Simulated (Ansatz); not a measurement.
# NaVSe3 (model cell, started as cubic perovskite with V in the octahedra): following an unstable mode, part 2 of 2

Aim: this structure of NaVSe3 (model cell, started as cubic perovskite with V in the octahedra) is to be tested for unstable modes, and one is followed downhill.

Ansatz 0.2.0; DFT PBE, scalar-relativistic, plane waves, PAW; PAW set soft_1.

So far, highest frequency on the path or at a solved wavevector (cm⁻¹): step 2 (phonons on a q mesh) 252. Also lowest frequency on the path (cm⁻¹): step 2 -133.

The structure was built from a prototype and need not be the compound's stable phase.

## Step 6: Relaxing from the distorted cell

Starting from the lowest point found, all atoms and the cell are let go, so that strain and other modes of the same symmetry can join in.

The input, input.yaml:

```yaml
crystal:
  lattice:
    - [4.8932201373, 0.0, 0.0]
    - [0.0, 4.8932201373, 0.0]
    - [0.0, 0.0, 4.8932201373]
  atoms:
    - { symbol: Na, position: [0.0007384228, -0.0007384228, -0.0007384228] }
    - { symbol: V, position: [0.4469045713, 0.5530954287, 0.5530954287] }
    - { symbol: Se, position: [0.5183051626, 0.4816948374, 0.0025752412] }
    - { symbol: Se, position: [0.5183051626, 0.0025752412, 0.4816948374] }
    - { symbol: Se, position: [-0.0025752412, 0.4816948374, 0.4816948374] }
kpoints:
  mp_grid: { grid: [8, 8, 8] }
hamiltonian:
  xc: pbe
  pseudopotentials: { kind: paw, azcp: { folder: soft_1 } }
scf:
  occupations: { method: methfessel_paxton, width: 0.2 }
output:
  forces: true
  stress: true
  eigenvalues: true
relax:
  adjacent_minimum: "off"
  f_tol: 0.002
  max_steps: 120
  cell: { stress_tol: 0.03 }
```

Launch:

```console
$ ansatz run input.yaml --threads 4 --pin off --max-ram 16384MiB --backend cpu --events-out ev --progress --plain --runs-dir out
```

Numbers of over 12 decimals in the logs are rounded to 6 here.

Output:

```text
[...]
Crystal: 5 atoms, lattice volume = 117.161 Å³
Basis set: ecut = 420 eV, 2301 PW (Γ), exchange–correlation on 72×72×72 points (8 copies of the dense FFT grid, shifted against one another)
Bands: 42, of which v1, the nominal top of the filled ones, is band 35 counted from 1 (34 counted from 0)
Symmetry: 6 space group operations
[...]
k-points: 65 of 512 (time reversal used)
[...]
SCF iter   1: F=—  HF=-20816.306284 eV  |F-HF|=—  |Δ(HF+E_count)|=         —  Δρ=2.43e-1  dr2=1.17e2  ethr=3.10e-3  ⟨swp⟩=5.6  Hψ=9430  notcnv=0
[...]
SCF iter  13: F=-20808.681323 eV  HF=-20808.681323 eV  |F-HF|=1.66e-9  |Δ(HF+E_count)|=   9.03e-8  S|Δr|=    0.00e0  Δρ=3.29e-6  dr2=2.16e-8  ethr=1.43e-10  ⟨swp⟩=5.5  Hψ=11245  notcnv=0
SCF 1 converged in 13 iterations: F = -20808.681323 eV  dr2 = 2.16e-8
[...]
relax step   1: F+E_penalty+E_count = -20808.68132299 eV  Δ(F+E_penalty+E_count) = +0.000e0 eV  max|allowed force component| = 3.410e-1 eV/Å  Δτ_max = 0.0000 Å  P = +2.391 GPa  Ω = 117.161 Å³  (13 SCF iters, dr2 threshold 1.00e-7 eV, accepted)
Crystal: 5 atoms, lattice volume = 120.658 Å³
Basis set: ecut = 420 eV, 2373 PW (Γ), exchange–correlation on 72×72×72 points (8 copies of the dense FFT grid, shifted against one another)
[...]
SCF iter   8: F=-20808.737397 eV  HF=-20808.737397 eV  |F-HF|=4.85e-9  |Δ(HF+E_count)|=   3.09e-8  S|Δr|=    0.00e0  Δρ=3.81e-6  dr2=1.78e-8  ethr=7.14e-10  ⟨swp⟩=4.0  Hψ=9542  notcnv=0
SCF 2 converged in 8 iterations: F = -20808.737397 eV  dr2 = 1.78e-8
[...]
relax step   2: F+E_penalty+E_count = -20808.73739696 eV  Δ(F+E_penalty+E_count) = -5.607e-2 eV  max|allowed force component| = 5.540e-2 eV/Å  Δτ_max = 0.0588 Å  P = +0.239 GPa  Ω = 120.658 Å³  energy of the carried Pulay correction = -6.655e-4 eV  (8 SCF iters, dr2 threshold 5.00e-7 eV, accepted)
Crystal: 5 atoms, lattice volume = 122.369 Å³
Basis set: ecut = 420 eV, 2427 PW (Γ), exchange–correlation on 72×72×72 points (8 copies of the dense FFT grid, shifted against one another)
[...]
SCF iter   6: F=-20808.742685 eV  HF=-20808.742685 eV  |F-HF|=1.69e-8  |Δ(HF+E_count)|=   3.64e-7  S|Δr|=    0.00e0  Δρ=9.99e-6  dr2=8.13e-8  ethr=7.14e-10  ⟨swp⟩=5.2  Hψ=11575  notcnv=0
SCF 3 converged in 6 iterations: F = -20808.742685 eV  dr2 = 8.13e-8
[...]
relax step   3: F+E_penalty+E_count = -20808.74268501 eV  Δ(F+E_penalty+E_count) = -5.288e-3 eV  max|allowed force component| = 1.846e-2 eV/Å  Δτ_max = 0.0167 Å  P = -0.149 GPa  Ω = 122.369 Å³  energy of the carried Pulay correction = -9.841e-4 eV  (6 SCF iters, dr2 threshold 5.00e-7 eV, accepted)
[... from here on, the SCF cycles and remarks between the steps are left out ...]
relax step   4: F+E_penalty+E_count = -20808.74482530 eV  Δ(F+E_penalty+E_count) = -2.140e-3 eV  max|allowed force component| = 1.487e-2 eV/Å  Δτ_max = 0.0185 Å  P = -0.110 GPa  Ω = 122.497 Å³  energy of the carried Pulay correction = -1.008e-3 eV  (6 SCF iters, dr2 threshold 2.45e-7 eV, accepted)
relax step   5: F+E_penalty+E_count = -20808.74539647 eV  Δ(F+E_penalty+E_count) = -5.712e-4 eV  max|allowed force component| = 3.448e-2 eV/Å  Δτ_max = 0.0192 Å  P = +0.087 GPa  Ω = 122.342 Å³  energy of the carried Pulay correction = -9.791e-4 eV  (6 SCF iters, dr2 threshold 6.61e-8 eV, accepted)
relax step   6: F+E_penalty+E_count = -20808.74617735 eV  Δ(F+E_penalty+E_count) = -7.809e-4 eV  max|allowed force component| = 1.804e-2 eV/Å  Δτ_max = 0.0206 Å  P = +0.031 GPa  Ω = 122.396 Å³  energy of the carried Pulay correction = -9.890e-4 eV  (6 SCF iters, dr2 threshold 7.43e-8 eV, accepted)
relax step   7: F+E_penalty+E_count = -20808.74915573 eV  Δ(F+E_penalty+E_count) = -2.978e-3 eV  max|allowed force component| = 4.438e-2 eV/Å  Δτ_max = 0.1354 Å  P = -0.044 GPa  Ω = 122.388 Å³  energy of the carried Pulay correction = -9.875e-4 eV  (8 SCF iters, dr2 threshold 2.03e-8 eV, accepted)
relax step   8: F+E_penalty+E_count = -20808.74942929 eV  Δ(F+E_penalty+E_count) = -2.736e-4 eV  max|allowed force component| = 2.627e-2 eV/Å  Δτ_max = 0.0044 Å  P = -0.046 GPa  Ω = 122.452 Å³  energy of the carried Pulay correction = -9.994e-4 eV  (6 SCF iters, dr2 threshold 1.23e-7 eV, accepted)
relax step   9: F+E_penalty+E_count = -20808.74866489 eV  Δ(F+E_penalty+E_count) = +7.644e-4 eV  max|allowed force component| = 2.201e-2 eV/Å  Δτ_max = 0.1204 Å  P = +0.052 GPa  Ω = 122.974 Å³  energy of the carried Pulay correction = -1.095e-3 eV  (8 SCF iters, dr2 threshold 4.31e-8 eV, rejected (line search))
relax step  10: F+E_penalty+E_count = -20808.74988028 eV  Δ(F+E_penalty+E_count) = -4.510e-4 eV  max|allowed force component| = 6.999e-3 eV/Å  Δτ_max = 0.0327 Å  P = -0.003 GPa  Ω = 122.685 Å³  energy of the carried Pulay correction = -1.042e-3 eV  (11 SCF iters, accepted)
relax step  11: F+E_penalty+E_count = -20808.74993734 eV  Δ(F+E_penalty+E_count) = -5.706e-5 eV  max|allowed force component| = 1.032e-3 eV/Å  Δτ_max = 0.0144 Å  P = -0.016 GPa  Ω = 122.705 Å³  energy of the carried Pulay correction = -1.046e-3 eV  (7 SCF iters, dr2 threshold 3.06e-9 eV, accepted)
relax step  12: F+E_penalty+E_count = -20808.74995506 eV  Δ(F+E_penalty+E_count) = -1.773e-5 eV  max|allowed force component| = 2.006e-3 eV/Å  Δτ_max = 0.0050 Å  P = +0.025 GPa  Ω = 122.610 Å³  energy of the carried Pulay correction = -1.028e-3 eV  (8 SCF iters, accepted)
relax step  13: F+E_penalty+E_count = -20808.74994670 eV  Δ(F+E_penalty+E_count) = +8.358e-6 eV  max|allowed force component| = 1.822e-4 eV/Å  Δτ_max = 0.0003 Å  P = -0.001 GPa  Ω = 122.682 Å³  energy of the carried Pulay correction = -1.042e-3 eV  (6 SCF iters, dr2 threshold 2.51e-10 eV, accepted)
[...]
SCF iter   9: F=-20808.751130 eV  HF=-20808.751130 eV  |F-HF|=0.00e0  |Δ(HF+E_count)|=  1.46e-11  S|Δr|=    0.00e0  Δρ=3.82e-8  dr2=3.56e-12  ethr=1.00e-12  ⟨swp⟩=5.0  Hψ=12774  notcnv=0
SCF 14 converged in 9 iterations: F = -20808.751130 eV  dr2 = 3.56e-12
relax step  14: F+E_penalty+E_count = -20808.75112961 eV  Δ(F+E_penalty+E_count) = -1.183e-3 eV  max|allowed force component| = 3.036e-4 eV/Å  Δτ_max = 0.0000 Å  P = +0.002 GPa  Ω = 122.682 Å³  stress off target by 1.33e-2 GPa  SCF on the basis re-selected at this cell (its energy is not comparable with the rows above)  (9 SCF iters)
basis re-selected at this cell: Δ(F+E_penalty+E_count) = -1.183e-3 eV, ΔP = +0.003 GPa vs the last step (what re-selecting the basis moved, of the pressure what is left beyond the Pulay correction that the steps carried, after the strain that the cell walked since its last selection, with what the two solves' SCF thresholds leave and, on support functions, any second-order correction that the steps lacked; it is no m [...]
SCF converged after 9 iterations
[...]
Free energy (F): -20808.751130 eV
[...]
Internal energy: -20808.763500 eV  (E = F + TS)
E sigma→0 (E₀):  -20808.754222 eV
Entropy (-TS):   0.012370 eV (2.474 meV/atom)
Fermi energy:    6.933139 eV
[...]
--- Forces (eV/Å), atoms counted from 1 ---
  atom   1  Na    -0.00004067     0.00004067     0.00004067
  atom   2  V     -0.00029482     0.00029482     0.00029482
  atom   3  Se     0.00001584    -0.00001584    -0.00030360
  atom   4  Se     0.00001584    -0.00030360    -0.00001584
  atom   5  Se     0.00030360    -0.00001584    -0.00001584
  max |Σ_I F_I| component: 2.20e-7 eV/Å
--- Stress (GPa, compression-positive) ---
        0.002405      -0.005460      -0.005460
       -0.005460       0.002405       0.005460
       -0.005460       0.005460       0.002405
  P = ⅓ Tr σ = 0.0024 GPa (0.024 kbar)
--- Band table (eV; the first three rows and the last of 65) ---
  k-point 0: bands = [... 31 lower, 4.9318, 5.3052, 5.3052, 6.0212, 7.4622, 7.4622, 7.8902, 8.4902, ... 3 higher]
  k-point 1: bands = [... 31 lower, 4.8444, 5.2407, 5.3626, 5.9376, 7.1945, 7.5555, 7.8335, 8.4776, ... 3 higher]
  k-point 2: bands = [... 31 lower, 4.7973, 5.0415, 5.2124, 5.8198, 6.9636, 7.7506, 7.8445, 8.4347, ... 3 higher]
  k-point 64: bands = [... 31 lower, 3.7882, 6.8520, 7.0483, 7.0483, 7.2280, 7.3352, 7.3352, 9.1831, ... 3 higher]
--- Relaxed structure (13 steps of the walk, 12 accepted, 1 SCFs on fresh bases) ---
  F+E_penalty+E_count = -20808.75112961 eV   max|allowed force component| = 3.036e-4 eV/Å   (the final SCF, on the basis selected at the relaxed cell)
  cell:  # Å, volume = 122.6820 Å³
    - [4.970549, -0.091070, -0.091070]
    - [-0.091070, 4.970549, 0.091070]
    - [-0.091070, 0.091070, 4.970549]
  atoms:
    - { symbol: Na, position: [0.036335, -0.036335, -0.036335] }
    - { symbol: V, position: [0.433766, 0.566234, 0.566234] }
    - { symbol: Se, position: [0.513554, 0.486446, 0.015530] }
    - { symbol: Se, position: [0.513554, 0.015530, 0.486446] }
    - { symbol: Se, position: [-0.015530, 0.486446, 0.486446] }
```

Run time: 2.6 min. Hardware: 4 threads of Arm Neoverse V1, shared host; peak memory 0.61 GiB.

Relaxation path:

| step | energy less that of the first step (eV) | largest force component (eV/Å) | pressure (GPa) | volume (Å³) |
| --- | --- | --- | --- | --- |
| 1 | 0.0000 | 0.3410 | 2.39 | 117.16 |
| 2 | -0.0561 | 0.0554 | 0.24 | 120.66 |
| 3 | -0.0614 | 0.0185 | -0.15 | 122.37 |
| 4 | -0.0635 | 0.0149 | -0.11 | 122.50 |
| 5 | -0.0641 | 0.0345 | 0.09 | 122.34 |
| 6 | -0.0649 | 0.0180 | 0.03 | 122.40 |
| 7 | -0.0678 | 0.0444 | -0.04 | 122.39 |
| 8 | -0.0681 | 0.0263 | -0.05 | 122.45 |
| 9 | -0.0673 | 0.0220 | 0.05 | 122.97 |
| 10 | -0.0686 | 0.0070 | 0.00 | 122.68 |
| 11 | -0.0686 | 0.0010 | -0.02 | 122.71 |
| 12 | -0.0686 | 0.0020 | 0.02 | 122.61 |
| 13 | -0.0686 | 0.0002 | 0.00 | 122.68 |
| 14* | -0.0698 | 0.0003 | 0.00 | 122.68 |

Relaxation steps marked * repeat the geometry before them on a plane-wave basis chosen anew for their cell, so energy and pressure can jump there. Relaxation step 9 was tried and not accepted.

Forces are held to the 6 operations that the run works with; a distortion that breaks them can't arise in this run.

| conventional cell, symmetrised | before | after | change |
| --- | --- | --- | --- |
| a (Å) | 6.920 | 6.901 | -0.3 % |
| b (Å) | 6.920 | 6.901 | -0.3 % |
| c (Å) | 8.475 | 8.925 | +5.3 % |
| volume (Å³/atom) | 23.43 | 24.54 | +4.7 % |

The atoms that moved most (Å, as changes of fractional coordinates times the final cell):

| atom | dx | dy | dz | length |
| --- | --- | --- | --- | --- |
| Na1 | 0.183 | -0.183 | -0.183 | 0.318 |
| V2 | -0.068 | 0.068 | 0.068 | 0.117 |
| Se5 | -0.065 | 0.025 | 0.025 | 0.074 |
| Se3 | -0.025 | 0.025 | 0.065 | 0.074 |
| Se4 | -0.025 | 0.065 | 0.025 | 0.074 |

Final coordinates:

```xyz
5
Lattice="4.9705 -0.0911 -0.0911 -0.0911 4.9705 0.0911 -0.0911 0.0911 4.9705" Properties=species:S:1:pos:R:3 pbc="T T T"
Na    0.1872   -0.1872   -0.1872
V     2.0529    2.8266    2.8266
Se    2.5069    2.3726    0.0747
Se    2.5069    0.0747    2.3726
Se   -0.1658    2.4636    2.4636
```

Numbers from this step:

```
pressure        : 0.002405 GPa
volume per atom : 24.54 Å³
```

The distorted start has space group R3m; the relaxation ends in R3m.

## Step 7: The new phase in its own primitive cell

The relaxed structure is symmetrised, reduced to its primitive cell and relaxed tightly, as its phonons need.

input.yaml, the sections that differ from step 6:

```yaml
crystal:
  lattice:
    - [3.4503130744, 1.9920391823, 2.9749062611]
    - [-3.4503130744, 1.9920391823, 2.9749062611]
    - [0.0, -3.9840783646, 2.9749062611]
  atoms:
    - { symbol: Na, position: [0.036335337, 0.036335337, 0.036335337] }
    - { symbol: V, position: [0.4337656356, 0.4337656356, 0.4337656356] }
    - { symbol: Se, position: [0.5135535519, 0.9844700017, 0.5135535519] }
    - { symbol: Se, position: [0.9844700017, 0.5135535519, 0.5135535519] }
    - { symbol: Se, position: [0.5135535519, 0.5135535519, 0.9844700017] }
kpoints:
  mp_grid: { grid: [9, 9, 9] }
relax:
  adjacent_minimum: "off"
  f_tol: 0.001
  max_steps: 60
  cell: { stress_tol: 0.01 }
# hamiltonian, scf, output: as in step 6
```

Output:

```text
[...]
Crystal: 5 atoms, lattice volume = 122.682 Å³
Basis set: ecut = 420 eV, 2397 PW (Γ), exchange–correlation on 72×72×72 points (8 copies of the dense FFT grid, shifted against one another)
Bands: 42, of which v1, the nominal top of the filled ones, is band 35 counted from 1 (34 counted from 0)
Symmetry: 6 space group operations
[...]
k-points: 85 of 729 (time reversal used)
[...]
cell:  # Å, volume = 122.6753 Å³
    - [3.449350, 1.991483, 2.976406]
    - [-3.449350, 1.991483, 2.976406]
    - [0, -3.982966, 2.976406]
  atoms:
    - { symbol: Na, position: [0.036372, 0.036372, 0.036372] }
    - { symbol: V, position: [0.434000, 0.434000, 0.434000] }
    - { symbol: Se, position: [0.513466, 0.984373, 0.513466] }
    - { symbol: Se, position: [0.984373, 0.513466, 0.513466] }
    - { symbol: Se, position: [0.513466, 0.513466, 0.984373] }
[key lines of the parts left out:]
SCF converged after 6 iterations
Free energy (F): -20808.747078 eV
Fermi energy:    6.940329 eV
P = ⅓ Tr σ = 0.0001 GPa (0.001 kbar)
```

Run time: 72 s. Hardware: 4 threads; peak memory 0.67 GiB.

Little changed from the start: no atom moved by 0.005 Å and no cell edge by 0.1 %.

Numbers from this step:

```yaml
pressure: 7.99e-5 GPa
```

The largest force component left is 0.64 meV/Å and the pressure is 0.000 GPa, within the tolerances set. The cell now holds 24.54 Å³/atom.

## Step 8: Modes of the new phase, k-mesh 9×9×9

A relaxed structure may still be a saddle point, so its zone-centre modes are computed. No field response is asked, since the mesh shows no gap.

input.yaml, the sections that differ from step 7:

```yaml
crystal:
  lattice:
    - [3.4493497035, 1.9914829798, 2.9764060804]
    - [-3.4493497035, 1.9914829798, 2.9764060804]
    - [0.0, -3.9829659597, 2.9764060804]
  atoms:
    - { symbol: Na, position: [0.0363720363, 0.0363720363, 0.0363720363] }
    - { symbol: V, position: [0.4340001874, 0.4340001874, 0.4340001874] }
    - { symbol: Se, position: [0.5134663025, 0.9843732493, 0.5134663025] }
    - { symbol: Se, position: [0.9843732493, 0.5134663025, 0.5134663025] }
    - { symbol: Se, position: [0.5134663025, 0.5134663025, 0.9843732493] }
output:
  eigenvalues: true
phonons:
  method: dfpt
# kpoints, hamiltonian, scf: as in step 7
# relax: removed
```

Output:

```text
[...]
Crystal: 5 atoms, lattice volume = 122.675 Å³
Basis set: ecut = 420 eV, 2397 PW (Γ), exchange–correlation on 72×72×72 points (8 copies of the dense FFT grid, shifted against one another)
Bands: 42, of which v1, the nominal top of the filled ones, is band 35 counted from 1 (34 counted from 0)
Symmetry: 6 space group operations
k-points: 365 of 729 (irreducible under 1 space group operation, time reversal used)
[...]
SCF iter   1: F=—  HF=-20817.016251 eV  |F-HF|=—  |Δ(HF+E_count)|=         —  Δρ=2.47e-1  dr2=1.29e2  ethr=3.10e-3  ⟨swp⟩=5.6  Hψ=53014  notcnv=0
[...]
SCF iter  18: F=-20808.747078 eV  HF=-20808.747078 eV  |F-HF|=7.28e-12  |Δ(HF+E_count)|=    0.00e0  S|Δr|=    0.00e0  Δρ=5.22e-8  dr2=5.27e-12  ethr=1.00e-12  ⟨swp⟩=5.0  Hψ=59181  notcnv=0
SCF 1 converged in 18 iterations: F = -20808.747078 eV  dr2 = 5.27e-12
[...]
DFPT response loops at Γ: preconditioner auto → Kerker (q_TF=auto, 2.485 Å⁻¹) (partly filled bands, converged f_vac=0.123); β = 1.00, the filter's whole step (`scf.mixing.beta` (0.50) is not read by the response loops under this deck's `scf.mixing.preconditioner`; to damp them name `kerker` or `kerker_dos`, under which they read `scf.mixing.beta`, and type it under 1.00, their step now; both keys bind the ground state too); Broyden in place of MSR1
SCF converged after 18 iterations
[...]
Free energy (F): -20808.747078 eV
[...]
Internal energy: -20808.752450 eV  (E = F + TS)
E sigma→0 (E₀):  -20808.748421 eV
Entropy (-TS):   0.005372 eV (1.074 meV/atom)
Fermi energy:    6.940329 eV
Step filling:    the computed levels leave a gap of 0.0000 eV = 0.0 smearing widths at the electron count; against every level under it full and every level over it empty, smearing changes F+E_penalty+E_count by +1.698 meV and its σ→0 estimate by +0.355 meV
[...]
--- Band table (eV; the first three rows and the last of 365) ---
  k-point 0: bands = [... 31 lower, 4.9331, 5.3130, 5.3130, 6.0245, 7.4575, 7.4575, 7.8890, 8.4884, ... 3 higher]
  k-point 1: bands = [... 31 lower, 4.8555, 5.2619, 5.3654, 5.9553, 7.2364, 7.5339, 7.8330, 8.4786, ... 3 higher]
  k-point 2: bands = [... 31 lower, 4.8115, 5.1002, 5.2812, 5.8438, 6.9729, 7.7030, 7.8386, 8.4454, ... 3 higher]
  k-point 364: bands = [... 31 lower, 4.6412, 4.9012, 5.0365, 5.8020, 7.2196, 7.4178, 7.9662, 8.5657, ... 3 higher]
--- Phonons (Γ-DFPT): 6 representative perturbations + reference, on 365 of 729 k-points (Σ response iterations 22) ---
  k mesh reduced under 1 symmetry operation, with k and −k counted as one. Each operation leaves every solved perturbation unchanged. A smaller set is not used because it would not reduce the number of displacements times k-points to solve
  ASR residual: 4.603e-5 → 0.000e0 eV/Å²; symmetrization residual: 4.178e-5 eV/Å²
  ASR residual per site (eV/Å²): 3.93e-5 4.60e-5 1.25e-5 1.25e-5 1.30e-5
[...]
non-analytic LO–TO correction: not included (Born effective charges unavailable; polar crystals: no LO–TO splitting at Γ)
```

It took 8.8 min on 4 threads; peak memory 5.4 GiB; 34 min of CPU time.

Numbers from this step:

* sum-rule residual before enforcement: 4.60e-5 eV/Å²
* point group: 3m
* highest optical mode at the zone centre (no LO-TO term): 255.8 cm⁻¹
* lowest optical zone-centre mode: -76.62 cm⁻¹

Patterns of degenerate modes are one choice out of their space. Modes at Γ, with each element's share of the kinetic energy (negative means imaginary):

| mode | frequency (cm⁻¹) | symmetry | Na % | V % | Se % |
| --- | --- | --- | --- | --- | --- |
| 1 | -76.6 | E | 1 | 23 | 77 |
| 2 | -76.6 | E | 1 | 23 | 77 |
| 3 | -23.3 | A2 | 0 | 0 | 100 |
| 4 | 0.0 | acoustic | 7 | 16 | 76 |
| 5 | 0.0 | acoustic | 7 | 16 | 76 |
| 6 | 0.0 | acoustic | 7 | 16 | 76 |
| 7 | 34.4 | E | 91 | 1 | 8 |
| 8 | 34.4 | E | 91 | 1 | 8 |
| 9 | 54.4 | A1 | 93 | 1 | 7 |
| 10 | 109.2 | E | 1 | 19 | 80 |
| 11 | 109.2 | E | 1 | 19 | 80 |
| 12 | 156.5 | A1 | 0 | 33 | 67 |
| 13 | 241.4 | E | 0 | 41 | 59 |
| 14 | 241.4 | E | 0 | 41 | 59 |
| 15 | 255.8 | A1 | 0 | 50 | 50 |

Displacements in mode 2 (-76.6 cm⁻¹), the largest set to 1:
```
Na1 -0.03  0.23  0.00
V2   0.11 -0.88  0.00
Se3 -0.20  0.09 -0.61
Se4  0.13  0.05 -0.39
Se5  0.00  0.36  1.00
```

Displacements in mode 9 (54.4 cm⁻¹), the largest set to 1:
```
Na1  0.00  0.00  1.00
V2   0.00  0.00 -0.07
Se3  0.00  0.00 -0.08
Se4  0.00  0.00 -0.08
Se5  0.00  0.00 -0.08
```

Before it was imposed, the acoustic sum rule was missed by 4.6e-5 eV/Å². Small misses are needed for a sound result but don't prove that mesh and cutoff are converged. The lowest optical mode is imaginary, 76.6i cm⁻¹, so the energy falls along it.

## Step 9: Results

- unstable mode of the parent: q = (0, 0, 0), 133i cm⁻¹
- depth at the lowest point sampled: 42.9 meV/atom
- largest atomic shift at that point: 0.45 Å
- space group reached (within 0.01 Å): R3m
- energy gained over the parent (first relaxation, on the mesh of the frozen mode): 56.8 meV/atom
- volume per atom, phase reached: 24.5 Å³
- lowest optical zone-centre mode, phase reached: -76.6 cm⁻¹
- highest optical mode at the zone centre (no LO-TO term), phase reached: 256 cm⁻¹

In words: Along this mode the structure falls into R3m, 56.8 meV/atom below the parent. At the parent's cell the well is 42.89 meV/atom deep on the steps tried, with its lowest point at a shift of 0.45 Å. Relaxing atoms and cell changes the gain by +13.89 meV/atom against the lowest step (energies at zero smearing). The new phase still has an imaginary mode at the zone centre of its cell, so it is a saddle point on the way to a lower structure. Of the 5 patterns followed to their end from this parent, this one ends 75.5 meV/atom above the lowest, Amm2. Each path keeps the symmetry of its pattern, so a lower phase may lie along a pattern not tried. With no gap, or one that is small against the smearing, the frequencies hang on the k mesh and the smearing, most of all near Kohn anomalies. The phonon runs are without spin polarisation, although V often carries a moment. A phonon run warned that its eigensolver left some bands unconverged in a pass. The starting cell was built on a prototype and not taken from a measurement, so the phase need not exist.

[Logs are printed without paths, hosts, clocks, repeated set-up lines and the standing remarks that a program may print on its own settings, such as how far it seeks lower states.]

[Hosts, paths, dates, database ids (printed as entryN), source tags and the programs' standing remarks are cut or masked in the printed files.]
